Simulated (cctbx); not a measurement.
## Interatomic vectors of Ni6As5Pb2

Space group I4/mmm (no. 139), a = 3.9680 Å, b = 3.9680 Å, c = 23.9520 Å, α = 90.00°, β = 90.00°, γ = 90.00°, content Pb4 As10 Ni12.

Simulated single-crystal data (cctbx): synchrotron X-rays, λ = 0.7749 Å, to d = 0.77 Å, 80 % of the full sphere, strongest reflection 20000 counts, noise from counting, a 2 % proportional error and a noise floor of 8 counts (s.d.); no absorption, some extinction.

Patterson synthesis from sharpened amplitudes, origin scaled to 1000:

```text
Patterson group I 4/m m m
      u       v       w   height  length (A)
  0.000   0.000   0.000   1000.0     0.00
  0.000   0.000   0.299    556.8     7.16
  0.000   0.000   0.456    391.4    10.93
  0.000   0.000   0.153    359.7     3.65
  0.000   0.500   0.100    319.9     3.11
  0.000   0.000   0.247    191.9     5.91
  0.000   0.000   0.500    168.3    11.98
  0.000   0.500   0.198    145.7     5.14
  0.000   0.500   0.149    140.2     4.09
  0.000   0.500   0.055    134.8     2.38
  0.000   0.000   0.396    122.4     9.49
  0.000   0.000   0.205    105.2     4.91
  0.000   0.500   0.250    105.1     6.31
  0.000   0.000   0.084     85.0     2.00
```

Q: Assign the vectors.

A peak at u stands for all pairs with xi − xj = u, with weight Σ ZiZj against Σ Z² = 47194 at the origin. Peak heights follow these weights only roughly, since form factors, motion and series ripples differ, all vectors within 0.55 Å of a peak are counted as merged into it though the farther ones add only part of their weight, and F(000) is left out, which lowers the whole map:

| u | v | w | shortest length (Å) | height | 1000 ΣZiZj/ΣZ² | pairs in the cell |
| --- | --- | --- | --- | --- | --- | --- |
| 0.000 | 0.000 | 0.299 | 5.57 | 557 | 602 | 2 × Pb–Pb, 8 × As–As, 8 × Ni–Ni |
| 0.000 | 0.000 | 0.456 | 3.00 | 391 | 459 | 8 × Pb–As |
| 0.000 | 0.000 | 0.153 | 3.66 | 360 | 459 | 8 × Pb–As |
| 0.000 | 0.500 | 0.100 | 3.11 | 320 | 389 | 8 × Pb–Ni |
| 0.000 | 0.000 | 0.247 | 5.92 | 192 | 229 | 4 × Pb–As |
| 0.000 | 0.000 | 0.500 | 2.81 | 168 | 199 | 12 × Ni–Ni |
| 0.000 | 0.500 | 0.198 | 5.14 | 146 | 195 | 4 × Pb–Ni |
| 0.000 | 0.500 | 0.149 | 4.08 | 140 | 235 | 12 × As–Ni |
| 0.000 | 0.500 | 0.055 | 2.38 | 135 | 235 | 12 × As–Ni |
| 0.000 | 0.000 | 0.396 | 3.75 | 122 | 205 | 6 × As–As, 4 × Ni–Ni |

The table stops at ten peaks or at a height of 45, below which ripples compete. In the model behind the data Pb, the heaviest element, has 1 independent site: (1/2, 1/2, 0.1494), up to an allowed shift of origin; the Pb–Pb vectors are differences of these positions and their symmetry mates. The whole model:

| atom | mult. | x | y | z | Ueq (Å²) |
| --- | --- | --- | --- | --- | --- |
| Pb1 | 4 | 1/2 | 1/2 | 0.1494 | 0.0033 |
| As1 | 4 | 1/2 | 1/2 | 0.3047 | 0.0051 |
| As2 | 4 | 1/2 | 1/2 | 0.3941 | 0.0048 |
| As3 | 2 | 1/2 | 1/2 | 0 | 0.0041 |
| Ni1 | 4 | 1/2 | 0 | 1/4 | 0.0052 |
| Ni2 | 8 | 1/2 | 0 | 0.4482 | 0.0040 |

This is a model crystal, built by substitution and not relaxed, with assumed displacement parameters.

[Logs are printed without paths, hosts, clocks, repeated set-up lines and the standing remarks that a program may print on its own settings, such as how far it seeks lower states.]
